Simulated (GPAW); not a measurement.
Consider H4CN2O (P-42_1m).

```
O N C H
1.0
     5.57800    0.00000    0.00000
     0.00000    5.57800    0.00000
     0.00000    0.00000    4.68600
O N C H
2 4 2 8
Direct
  0.50000 0.00000 0.40366
  0.00000 0.50000 0.59634
  0.35501 0.14499 0.82160
  0.85501 0.35501 0.17840
  0.64499 0.85501 0.82160
  0.14499 0.64499 0.17840
  0.50000 0.00000 0.67203
  0.00000 0.50000 0.32797
  0.35690 0.14310 0.03480
  0.85690 0.35690 0.96520
  0.64310 0.85690 0.03480
  0.14310 0.64310 0.96520
  0.24430 0.25570 0.71590
  0.74430 0.24430 0.28410
  0.75570 0.74430 0.71590
  0.25570 0.75570 0.28410
```

Absorber: atom 7, with 1 O at 1.26 Å and 2 N at 1.34 Å (distorted trigonal planar, site symmetry 2mm). Method: GPAW, LDA, full core hole (charged cell), 16-atom cell with 4.7 Å between holes, 5×4×4 k points, dipole transitions, Gaussian full width 0.9 eV up to 4 eV, rising linearly to 3.5 eV at 25 eV.

**Question.** Predict the near-edge structure at the C K edge.

Main maxima up to 24 eV above the zero (height): 0.2 eV (4.66), 6.9 eV (1.82) and 10.4 eV (1.62). A K edge sees empty p states; at this planar three-fold site they split into π* (normal to the plane) and σ* (in the plane). The total-energy difference plus the lowest empty eigenvalue puts the zero at 290.76 eV. One term is added: -6.67 eV, since the hole is spin-paired here and a spin-polarised one costs that much less in the free atom (computed apart). The photon energy is then 284.09 eV. The functional and the charged cell's background leave an error in such absolute values: in the free atom LDA prices this hole 2.9 eV below PBE (computed apart), and PBE is itself good to a few eV.

The C K spectrum (energy from the lowest empty level; intensity scaled to a mean of 1 over the first 20 eV; polarised curves are means over the symmetry-equivalent atoms):

```
E (eV)  isotropic  ε ⊥ c  ε ∥ c
 -2.00       0.00   0.00   0.00
 -1.25       0.01   0.01   0.00
 -0.50       0.90   1.35   0.00
  0.25       4.63   6.94   0.00
  1.00       0.74   1.10   0.00
  1.75       0.00   0.01   0.00
  2.50       0.00   0.00   0.00
  3.25       0.02   0.02   0.04
  4.00       0.26   0.20   0.39
  4.75       0.73   0.61   0.96
  5.50       1.30   1.04   1.83
  6.25       1.72   1.13   2.89
  7.00       1.81   1.56   2.31
  7.75       1.53   1.71   1.16
  8.50       1.30   1.38   1.14
  9.25       1.36   1.39   1.30
 10.00       1.56   1.64   1.40
 10.75       1.59   1.56   1.64
 11.50       1.41   1.00   2.22
 12.25       1.29   0.58   2.72
 13.00       1.16   0.48   2.52
 13.75       1.03   0.51   2.06
 14.50       0.92   0.51   1.73
 15.25       0.75   0.45   1.34
 16.00       0.58   0.40   0.94
 16.75       0.46   0.37   0.65
 17.50       0.41   0.37   0.48
 18.25       0.41   0.41   0.40
 19.00       0.42   0.43   0.39
 19.75       0.41   0.41   0.41
 20.50       0.39   0.38   0.40
 21.25       0.36   0.36   0.37
 22.00       0.35   0.36   0.35
 22.75       0.35   0.36   0.34
 23.50       0.36   0.37   0.35
 24.25       0.38   0.39   0.36
 25.00       0.40   0.42   0.36
 25.75       0.42   0.45   0.35
 26.50       0.44   0.48   0.35
 27.25       0.44   0.48   0.36
 28.00       0.43   0.46   0.37
 28.75       0.41   0.42   0.38
 29.50       0.38   0.39   0.36
 30.25       0.35   0.36   0.33
 31.00       0.33   0.35   0.30
 31.75       0.33   0.35   0.28
```

The holes are only 4.7 Å apart, so the shape is probably not converged with cell size; no larger cell was run here. The mesh is coarse (0.28 Å⁻¹ between points), so small maxima may be mesh ripples. The structure is a published determination, not relaxed.

[Banner, clock and machine lines of the logs are left out without a mark of their own.]

[Logs are printed without paths, hosts, clocks, repeated set-up lines and the standing remarks that a program may print on its own settings, such as how far it seeks lower states.]

[Hosts, paths, dates, database ids (printed as entryN), source tags and the programs' standing remarks are cut or masked in the printed files.]

[Lists of maxima count a maximum above −3 eV only where it reaches 4 % of the highest in the window and stands out from its surroundings by 2 % of it (1.5 % where it reaches 55 %); shoulders and weaker maxima are passed over, and of the rest the first, up to two pre-edge ones and the few strongest are named.]
